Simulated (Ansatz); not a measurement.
# The perfect C wire along [100], 25 atoms a period, H-terminated, part 3 of 3

Aim: is the C wire along [100], 25 atoms a period, H-terminated a metal or a semiconductor?

Ansatz 0.2.0; DFT PBE, plane waves, PAW; relaxation of a wire's period; PAW set soft_1 (the session's first sound run).

So far, band gap (eV): step 3 (the perfect wire, PBE) 3.22; step 4 (another level of theory, cutoff 500 eV, k-mesh 1×1×17, r2SCAN PBE) 3.78; step 5 (another level of theory, level HSE06, cutoff 420 eV, HSE06 PBE) 4.12.

### Step 6. Strain along the wire, period over the relaxed period 1.06, k-mesh 1×1×16

This step: DFT PBE, plane waves, PAW; relaxation at a fixed period; PAW set soft_1 (Ansatz 0.2.0).

The period is set to 1.06 times the relaxed one and the atoms relax within it: strain changes bond lengths and angles, which shifts the bands against each other. Against the first PBE run of this kind, the mesh along the wire has 16 points against 22.

The cell differs from the one that the last finished run ended in (c 3.671 → 3.891 Å).

File input.yaml:

```yaml
crystal:
  lattice:
    - [15.233, 0.0, 0.0]
    - [0.0, 15.233, 0.0]
    - [0.0, 0.0, 3.8908251543]
  atoms:
    - { symbol: C, position: [0.266804168, 0.500008685, 0.0] }
    - { symbol: C, position: [0.384169712, 0.384169712, 0.992805407] }
    - { symbol: C, position: [0.384169712, 0.615847659, 0.007194593] }
    - { symbol: C, position: [0.500008685, 0.266804168, 0.0] }
    - { symbol: C, position: [0.500008685, 0.500008685, 0.0] }
    - { symbol: C, position: [0.500008685, 0.733213202, 0.0] }
    - { symbol: C, position: [0.615847659, 0.384169712, 0.007194593] }
    - { symbol: C, position: [0.615847659, 0.615847659, 0.992805407] }
    - { symbol: C, position: [0.733213202, 0.500008685, 0.0] }
    - { symbol: H, position: [0.223134469, 0.458259074, 0.16423002] }
    - { symbol: H, position: [0.340995652, 0.340995652, 0.153206903] }
    - { symbol: H, position: [0.458259074, 0.223134469, 0.16423002] }
    - { symbol: H, position: [0.541758297, 0.776882902, 0.16423002] }
    - { symbol: H, position: [0.659021718, 0.659021718, 0.153206903] }
    - { symbol: H, position: [0.776882902, 0.541758297, 0.16423002] }
    - { symbol: C, position: [0.324884357, 0.557348168, 0.24357987] }
    - { symbol: C, position: [0.441033559, 0.441033559, 0.251820924] }
    - { symbol: C, position: [0.442669203, 0.675133014, 0.24357987] }
    - { symbol: C, position: [0.557348168, 0.324884357, 0.24357987] }
    - { symbol: C, position: [0.558983812, 0.558983812, 0.251820924] }
    - { symbol: C, position: [0.675133014, 0.442669203, 0.24357987] }
    - { symbol: H, position: [0.282452984, 0.600909407, 0.404861937] }
    - { symbol: H, position: [0.399107963, 0.717564387, 0.404861937] }
    - { symbol: H, position: [0.600909407, 0.282452984, 0.404861937] }
    - { symbol: H, position: [0.717564387, 0.399107963, 0.404861937] }
    - { symbol: C, position: [0.381898629, 0.500008685, 0.5] }
    - { symbol: C, position: [0.500008685, 0.381898629, 0.5] }
    - { symbol: C, position: [0.500008685, 0.618118742, 0.5] }
    - { symbol: C, position: [0.618118742, 0.500008685, 0.5] }
    - { symbol: H, position: [0.282452984, 0.399107963, 0.595138063] }
    - { symbol: H, position: [0.399107963, 0.282452984, 0.595138063] }
    - { symbol: H, position: [0.600909407, 0.717564387, 0.595138063] }
    - { symbol: H, position: [0.717564387, 0.600909407, 0.595138063] }
    - { symbol: C, position: [0.324884357, 0.442669203, 0.75642013] }
    - { symbol: C, position: [0.442669203, 0.324884357, 0.75642013] }
    - { symbol: C, position: [0.441033559, 0.558983812, 0.748179076] }
    - { symbol: C, position: [0.558983812, 0.441033559, 0.748179076] }
    - { symbol: C, position: [0.557348168, 0.675133014, 0.75642013] }
    - { symbol: C, position: [0.675133014, 0.557348168, 0.75642013] }
    - { symbol: H, position: [0.223134469, 0.541758297, 0.83576998] }
    - { symbol: H, position: [0.340995652, 0.659021718, 0.846793097] }
    - { symbol: H, position: [0.458259074, 0.776882902, 0.83576998] }
    - { symbol: H, position: [0.541758297, 0.223134469, 0.83576998] }
    - { symbol: H, position: [0.659021718, 0.340995652, 0.846793097] }
    - { symbol: H, position: [0.776882902, 0.458259074, 0.83576998] }
kpoints:
  mp_grid: { grid: [1, 1, 16] }
  band_path: { path: ["Γ", Z], npoints: 90 }
scf:
  occupations: { method: fermi_dirac, width: 0.05 }
hamiltonian:
  xc: pbe
  pseudopotentials: { kind: paw, azcp: { folder: soft_1 } }
relax:
  max_steps: 40
  f_tol: 0.02
output:
  stress: true
```

Launch:

```
> ansatz run input.yaml --threads 4 --pin off --max-ram 16384MiB --backend cpu --events-out ev --progress --plain --runs-dir out
```

Numbers of over 12 decimals in the logs are rounded to 6 here.

The log of the run:

```text
Warning: output.stress: scf.convergence.dr2_threshold = 1e-7 eV (the SCF's general default) is looser than the 4.5e-9 eV advised for a printed stress (1e-10 eV for each atom of the cell: 45). What an SCF threshold leaves in a stress goes as its square root, and in the free energy as the threshold itself, and one threshold admits the most on a small cell: [figures from the program's tests cut] Every solve of this run  [...]
[...]
Crystal: 45 atoms, lattice volume = 902.844 Å³
Basis set: ecut = 420 eV, 17717 PW (Γ), exchange–correlation on 216×216×54 points (8 copies of the dense FFT grid, shifted against one another)
Bands: 105, of which v1, the nominal top of the filled ones, is band 60 counted from 1 (59 counted from 0)
Symmetry: 8 space group operations
[...]
k-points: 9 of 16
[...]
SCF iter   1: F=—  HF=-6608.570073 eV  |F-HF|=—  |Δ(HF+E_count)|=         —  Δρ=7.10e-2  dr2=4.99e1  ethr=3.10e-3  ⟨swp⟩=7.8  Hψ=5217  notcnv=0  defer=107
[...]
SCF iter   8: F=-6591.391852 eV  HF=-6591.391852 eV  |F-HF|=8.89e-7  |Δ(HF+E_count)|=   1.05e-5  Δρ=1.28e-5  dr2=7.86e-7  ethr=8.33e-9  ⟨swp⟩=4.8  Hψ=2619  notcnv=0
SCF 1 converged in 8 iterations: F = -6591.391852 eV  dr2 = 7.86e-7
[...]
relax step   1: F+E_penalty+E_count = -6591.39185246 eV  Δ(F+E_penalty+E_count) = +0.000e0 eV  max|allowed force component| = 6.091e-1 eV/Å  Δτ_max = 0.0000 Å  (8 SCF iters, dr2 threshold 1.00e-5 eV, accepted)
[...]
SCF iter   6: F=-6591.808427 eV  HF=-6591.808427 eV  |F-HF|=2.90e-7  |Δ(HF+E_count)|=   8.76e-7  Δρ=1.25e-5  dr2=1.79e-6  ethr=1.93e-8  ⟨swp⟩=4.0  Hψ=2458  notcnv=0
SCF 2 converged in 6 iterations: F = -6591.808427 eV  dr2 = 1.79e-6
[...]
relax step   2: F+E_penalty+E_count = -6591.80842742 eV  Δ(F+E_penalty+E_count) = -4.166e-1 eV  max|allowed force component| = 2.136e-1 eV/Å  Δτ_max = 0.0806 Å  (6 SCF iters, dr2 threshold 2.32e-5 eV, accepted)
SCF iter   1: F=—  HF=-6591.873488 eV  |F-HF|=—  |Δ(HF+E_count)|=         —  Δρ=3.97e-3  dr2=9.89e-2  ethr=3.66e-4  ⟨swp⟩=4.2  Hψ=1960  notcnv=0  defer=346
[...]
SCF iter   6: F=-6591.851363 eV  HF=-6591.851363 eV  |F-HF|=1.15e-7  |Δ(HF+E_count)|=   8.38e-7  Δρ=5.64e-6  dr2=2.03e-7  ethr=2.38e-9  ⟨swp⟩=4.0  Hψ=2565  notcnv=0
SCF 3 converged in 6 iterations: F = -6591.851363 eV  dr2 = 2.03e-7
[...]
relax step   3: F+E_penalty+E_count = -6591.85136345 eV  Δ(F+E_penalty+E_count) = -4.294e-2 eV  max|allowed force component| = 9.157e-2 eV/Å  Δτ_max = 0.0361 Å  (6 SCF iters, dr2 threshold 2.85e-6 eV, accepted)
[...]
relax step   4: F+E_penalty+E_count = -6591.85425277 eV  Δ(F+E_penalty+E_count) = -2.889e-3 eV  max|allowed force component| = 2.555e-2 eV/Å  Δτ_max = 0.0050 Å  (5 SCF iters, dr2 threshold 1.03e-6 eV, accepted)
SCF iter   1: F=—  HF=-6591.853873 eV  |F-HF|=—  |Δ(HF+E_count)|=         —  Δρ=1.13e-4  dr2=8.49e-5  ethr=3.72e-7  ⟨swp⟩=2.2  Hψ=1720  notcnv=0  defer=346
[...]
SCF iter   4: F=-6591.854330 eV  HF=-6591.854330 eV  |F-HF|=3.79e-8  |Δ(HF+E_count)|=   2.41e-7  Δρ=2.62e-6  dr2=7.05e-8  ethr=8.33e-11  ⟨swp⟩=3.2  Hψ=3118  notcnv=0
SCF 5 converged in 4 iterations: F = -6591.854330 eV  dr2 = 7.05e-8
relax step   5: F+E_penalty+E_count = -6591.85432954 eV  Δ(F+E_penalty+E_count) = -7.677e-5 eV  max|allowed force component| = 4.590e-3 eV/Å  Δτ_max = 0.0008 Å  (4 SCF iters, accepted)
[...]
the band table was solved once a step of the walk had ended and its energy, with any forces and stress, was formed, with the checks that follow a solve (8046 applications of the Hamiltonian). They found nothing against the state; the energy, forces and stress were not computed again (output.eigenvalues in the input reference)
[...]
SCF converged after 4 iterations
Free energy (F): -6591.854330 eV
[...]
Internal energy: -6591.854330 eV  (E = F + TS)
E sigma→0 (E₀):  -6591.854330 eV
Fermi energy:    0.228134 eV
[...]
--- Forces (eV/Å), atoms counted from 1 ---
  atom   1  C     -0.00459010     0.00000000     0.00000000
  atom   2  C      0.00201274     0.00201274    -0.00183641
  atom   3  C      0.00201274    -0.00201274     0.00183641
  atom   4  C      0.00000000    -0.00459010     0.00000000
  atom   5  C     -0.00000000     0.00000000     0.00000000
  atom   6  C      0.00000000     0.00459010    -0.00000000
  atom   7  C     -0.00201274     0.00201274     0.00183641
  atom   8  C     -0.00201274    -0.00201274    -0.00183641
  atom   9  C      0.00459010     0.00000000     0.00000000
  atom  10  H      0.00182722     0.00009075     0.00026808
  atom  11  H     -0.00019277    -0.00019277    -0.00043367
  atom  12  H      0.00009075     0.00182722     0.00026808
  atom  13  H     -0.00009075    -0.00182722     0.00026808
  atom  14  H      0.00019277     0.00019277    -0.00043367
  atom  15  H     -0.00182722    -0.00009075     0.00026808
  atom  16  C      0.00106283     0.00338162    -0.00308839
  atom  17  C     -0.00055446    -0.00055446    -0.00161345
  atom  18  C     -0.00338162    -0.00106283    -0.00308839
  atom  19  C      0.00338162     0.00106283    -0.00308839
  atom  20  C      0.00055446     0.00055446    -0.00161345
  atom  21  C     -0.00106283    -0.00338162    -0.00308839
  atom  22  H     -0.00049645    -0.00167457     0.00028019
  atom  23  H      0.00167457     0.00049645     0.00028019
  atom  24  H     -0.00167457    -0.00049645     0.00028019
  atom  25  H      0.00049645     0.00167457     0.00028019
  atom  26  C      0.00149391     0.00000000     0.00000000
  atom  27  C      0.00000000     0.00149391    -0.00000000
  atom  28  C     -0.00000000    -0.00149391     0.00000000
  atom  29  C     -0.00149391     0.00000000     0.00000000
  atom  30  H     -0.00049645     0.00167457    -0.00028019
  atom  31  H      0.00167457    -0.00049645    -0.00028019
  atom  32  H     -0.00167457     0.00049645    -0.00028019
  atom  33  H      0.00049645    -0.00167457    -0.00028019
  atom  34  C      0.00106283    -0.00338162     0.00308839
  atom  35  C     -0.00338162     0.00106283     0.00308839
  atom  36  C     -0.00055446     0.00055446     0.00161345
  atom  37  C      0.00055446    -0.00055446     0.00161345
  atom  38  C      0.00338162    -0.00106283     0.00308839
  atom  39  C     -0.00106283     0.00338162     0.00308839
  atom  40  H      0.00182722    -0.00009075    -0.00026808
  atom  41  H     -0.00019277     0.00019277     0.00043367
  atom  42  H      0.00009075    -0.00182722    -0.00026808
  atom  43  H     -0.00009075     0.00182722    -0.00026808
  atom  44  H      0.00019277    -0.00019277     0.00043367
  atom  45  H     -0.00182722     0.00009075    -0.00026808
  max |Σ_I F_I| component: 9.22e-19 eV/Å
--- Stress (GPa, compression-positive) ---
       -0.004097       0.000000       0.000000
        0.000000      -0.004097       0.000000
        0.000000       0.000000      -6.420726
  P = ⅓ Tr σ = -2.1430 GPa (-21.430 kbar)
--- Band table (eV; the first three rows and the last of 9) ---
  k-point 0: bands = [... 56 lower, -2.3769, -2.2127, -1.3721, -1.3721, 1.8066, 2.3498, 2.3578, 2.3578, ... 41 higher]
  k-point 1: bands = [... 56 lower, -2.4143, -2.2421, -1.4469, -1.4469, 1.8511, 2.3936, 2.3966, 2.3966, ... 41 higher]
  k-point 2: bands = [... 56 lower, -2.5217, -2.3283, -1.6528, -1.6528, 1.9796, 2.5102, 2.5102, 2.5200, ... 41 higher]
  k-point 8: bands = [... 56 lower, -3.4932, -3.4057, -3.3402, -3.3402, 3.9598, 4.2115, 4.3320, 4.3320, ... 41 higher]
--- Relaxed structure (5 steps of the walk, 5 accepted, 0 SCFs on fresh bases) ---
  F+E_penalty+E_count = -6591.85432954 eV   max|allowed force component| = 4.590e-3 eV/Å
  atoms:
    - { symbol: C, position: [0.269234, 0.500009, 0] }
    - { symbol: C, position: [0.385362, 0.385362, 0.988254] }
    - { symbol: C, position: [0.385362, 0.614656, 0.011746] }
    - { symbol: C, position: [0.500009, 0.269234, 0] }
    - { symbol: C, position: [0.500009, 0.500009, 0] }
    - { symbol: C, position: [0.500009, 0.730784, 0] }
    - { symbol: C, position: [0.614656, 0.385362, 0.011746] }
    - { symbol: C, position: [0.614656, 0.614656, 0.988254] }
    - { symbol: C, position: [0.730784, 0.500009, 0] }
    - { symbol: H, position: [0.225652, 0.456121, 0.146569] }
    - { symbol: H, position: [0.341031, 0.341031, 0.130280] }
    - { symbol: H, position: [0.456121, 0.225652, 0.146569] }
    - { symbol: H, position: [0.543897, 0.774365, 0.146569] }
    - { symbol: H, position: [0.658986, 0.658986, 0.130280] }
    - { symbol: H, position: [0.774365, 0.543897, 0.146569] }
    - { symbol: C, position: [0.326260, 0.556188, 0.241998] }
    - { symbol: C, position: [0.441045, 0.441045, 0.252563] }
    - { symbol: C, position: [0.443829, 0.673757, 0.241998] }
    - { symbol: C, position: [0.556188, 0.326260, 0.241998] }
    - { symbol: C, position: [0.558972, 0.558972, 0.252563] }
    - { symbol: C, position: [0.673757, 0.443829, 0.241998] }
    - { symbol: H, position: [0.282742, 0.600815, 0.385746] }
    - { symbol: H, position: [0.399202, 0.717275, 0.385746] }
    - { symbol: H, position: [0.600815, 0.282742, 0.385746] }
    - { symbol: H, position: [0.717275, 0.399202, 0.385746] }
    - { symbol: C, position: [0.382045, 0.500009, 0.5] }
    - { symbol: C, position: [0.500009, 0.382045, 0.5] }
    - { symbol: C, position: [0.500009, 0.617973, 0.5] }
    - { symbol: C, position: [0.617973, 0.500009, 0.5] }
    - { symbol: H, position: [0.282742, 0.399202, 0.614254] }
    - { symbol: H, position: [0.399202, 0.282742, 0.614254] }
    - { symbol: H, position: [0.600815, 0.717275, 0.614254] }
    - { symbol: H, position: [0.717275, 0.600815, 0.614254] }
    - { symbol: C, position: [0.326260, 0.443829, 0.758002] }
    - { symbol: C, position: [0.443829, 0.326260, 0.758002] }
    - { symbol: C, position: [0.441045, 0.558972, 0.747437] }
    - { symbol: C, position: [0.558972, 0.441045, 0.747437] }
    - { symbol: C, position: [0.556188, 0.673757, 0.758002] }
    - { symbol: C, position: [0.673757, 0.556188, 0.758002] }
    - { symbol: H, position: [0.225652, 0.543897, 0.853431] }
    - { symbol: H, position: [0.341031, 0.658986, 0.869720] }
    - { symbol: H, position: [0.456121, 0.774365, 0.853431] }
    - { symbol: H, position: [0.543897, 0.225652, 0.853431] }
    - { symbol: H, position: [0.658986, 0.341031, 0.869720] }
    - { symbol: H, position: [0.774365, 0.456121, 0.853431] }
```

Run time: 6.1 min. Hardware: 4 threads of Arm Neoverse V1, shared host; peak memory 5.1 GiB; 24 min of CPU time.

The steps of the relaxation:

```
step  energy less that of the first step (eV)  largest force component (eV/Å)
   1                                   0.0000                          0.6091
   2                                  -0.4166                          0.2136
   3                                  -0.4595                          0.0916
   4                                  -0.4624                          0.0256
   5                                  -0.4625                          0.0046
```

Forces are held to the 8 operations that the run works with; a distortion that breaks them can't arise in this run.

The atoms that moved most (Å):

```
atom      dx      dy      dz  length
 H11   0.001   0.001  -0.089   0.089
 H44  -0.001   0.001   0.089   0.089
 H41   0.001  -0.001   0.089   0.089
 H14  -0.001  -0.001  -0.089   0.089
 H42  -0.033  -0.038   0.069   0.085
 H45  -0.038  -0.033   0.069   0.085
 H15  -0.038   0.033  -0.069   0.085
 H13   0.033  -0.038  -0.069   0.085
```

Numbers from this step:

| Property | Result |
| --- | --- |
| band gap | 3.179 eV |

Electronic bands along the path, in eV, zero at the Fermi level; v1 is the highest filled band, c1 the lowest empty one:

```
  point     v4     v3     v2     v1    c1    c2    c3    c4
      Γ  -2.61  -2.44  -1.60  -1.60  1.58  2.12  2.13  2.13
halfway  -2.87  -2.81  -2.50  -2.50  2.22  2.71  2.71  2.75
      Z  -3.72  -3.63  -3.57  -3.57  3.73  3.98  4.10  4.10
```

The gap is 3.18 eV, against 3.22 eV under PBE at the relaxed period.

### Step 7. Strain along the wire, period over the relaxed period 0.97, k-mesh 1×1×17

The period is set to 0.97 times the relaxed one and the atoms relax within it: strain changes bond lengths and angles, which shifts the bands against each other. Against the first PBE run of this kind, the mesh along the wire has 17 points against 22.

input.yaml: that of step 6 with these lines changed.

```diff
@@ -4,3 +4,3 @@
     - [0.0, 15.233, 0.0]
-    - [0.0, 0.0, 3.8908251543]
+    - [0.0, 0.0, 3.5604720752]
   atoms:
@@ -52,3 +52,3 @@
 kpoints:
-  mp_grid: { grid: [1, 1, 16] }
+  mp_grid: { grid: [1, 1, 17] }
   band_path: { path: ["Γ", Z], npoints: 90 }
```

The log of the run:

```text
[...]
Crystal: 45 atoms, lattice volume = 826.187 Å³
Basis set: ecut = 420 eV, 16019 PW (Γ), exchange–correlation on 216×216×48 points (8 copies of the dense FFT grid, shifted against one another)
Bands: 105, of which v1, the nominal top of the filled ones, is band 60 counted from 1 (59 counted from 0)
Symmetry: 8 space group operations
[...]
- { symbol: C, position: [0.559128, 0.440890, 0.748554] }
    - { symbol: C, position: [0.557984, 0.676095, 0.755840] }
    - { symbol: C, position: [0.676095, 0.557984, 0.755840] }
[...]
- { symbol: H, position: [0.459545, 0.778508, 0.825900] }
    - { symbol: H, position: [0.540473, 0.221509, 0.825900] }
    - { symbol: H, position: [0.659193, 0.340824, 0.835154] }
    - { symbol: H, position: [0.778508, 0.459545, 0.825900] }
[key lines of the parts left out:]
SCF converged after 3 iterations
Free energy (F): -6592.621041 eV
Fermi energy:    0.450807 eV
P = ⅓ Tr σ = 1.1916 GPa (11.916 kbar)
```

It took 5.6 min on 4 threads; peak memory 4.7 GiB.

Step by step:

```
step  energy less that of the first step (eV)  largest force component (eV/Å)
   1                                   0.0000                          0.3169
   2                                  -0.1127                          0.1254
   3                                  -0.1240                          0.0598
   4                                  -0.1247                          0.0126
   5                                  -0.1247                          0.0127
```

Forces are held to the 8 operations that the run works with; a distortion that breaks them can't arise in this run.

The atoms that moved most (Å):

```
atom      dx      dy      dz  length
 H43  -0.020  -0.025  -0.035   0.047
 H40  -0.025  -0.020  -0.035   0.047
 H12   0.020  -0.025   0.035   0.047
 H10  -0.025   0.020   0.035   0.047
 H13  -0.020   0.025   0.035   0.047
 H15   0.025  -0.020   0.035   0.047
 H45   0.025   0.020  -0.035   0.047
 H42   0.020   0.025  -0.035   0.047
```

Numbers from this step:

```yaml
band_gap: 3.218 eV
```

The gap is 3.22 eV, against 3.22 eV under PBE at the relaxed period.

### Step 8. Results

```yaml
cell_length_pbe: 3.671 Å
gap_pbe: 3.22 eV
gap_r2scan: 3.78 eV
gap_hse06: 4.12 eV
gap_period_scaled_by_1p06: 3.18 eV
gap_period_scaled_by_0p97: 3.22 eV
```

In words: Under PBE the cell's length is 3.67 Å, and a gap of 3.22 eV makes it a semiconductor. At the relaxed period the wire is gapped under every functional, from 3.22 eV (PBE) to 4.12 eV (HSE06). Weak screening in one dimension makes quasiparticle gaps larger than the semilocal gaps, as a rule. A hybrid's gap is read on a coarse mesh, without a band path.

[Logs are printed without paths, hosts, clocks, repeated set-up lines and the standing remarks that a program may print on its own settings, such as how far it seeks lower states.]

[Hosts, paths, dates, database ids (printed as entryN), source tags and the programs' standing remarks are cut or masked in the printed files.]
